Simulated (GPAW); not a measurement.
# Polarising OH/Cu(110) with a field along the normal

The dipole of the cell at several fields, atoms fixed. What does the strongest field give, and what length does the slope stand for?

**Method.** GPAW 26.7.0, plane waves (500 eV), PAW setups, PBE, 9×12 mesh, a dipole layer in the vacuum; geometry relaxed without an applied field with GPAW. The cell's area is 9.22 Å², and e/ε0 = 180.95 V Å.

Results, with one row withheld:

| field (V/Å) | dipole (e Å) |
| --- | --- |
| −0.2 | −0.0292 |
| −0.1 | 0.0173 |
| −0.05 | 0.0407 |
| 0.05 | 0.0871 |
| 0.1 | 0.1103 |
| 0.2 | 0.1568 |
| 0.3 | ? |

Q: What is the dipole at 0.3 V/Å?

Worked answer. A line through the 6 points has the slope α = 0.465 e Å per V/Å and the intercept p₀ = 0.0638 e Å (r.m.s. residual 5.5e−05). At 0.3 V/Å it gives p = 0.0638 + 0.465 × 0.3 = 0.2033 e Å; the run gives 0.2033 e Å, so the response stays linear to 0.0 % of the induced part. Dividing by ε0 and the area: α/(ε0 A) = 0.465 × 180.95 / 9.22 = 9.13 Å, against 7.57 Å between the outer nuclei.

Caveats: This is the electronic response alone; ions that move would add to it in polar layers. No run was spin-polarised, so magnetic states weren't tested.
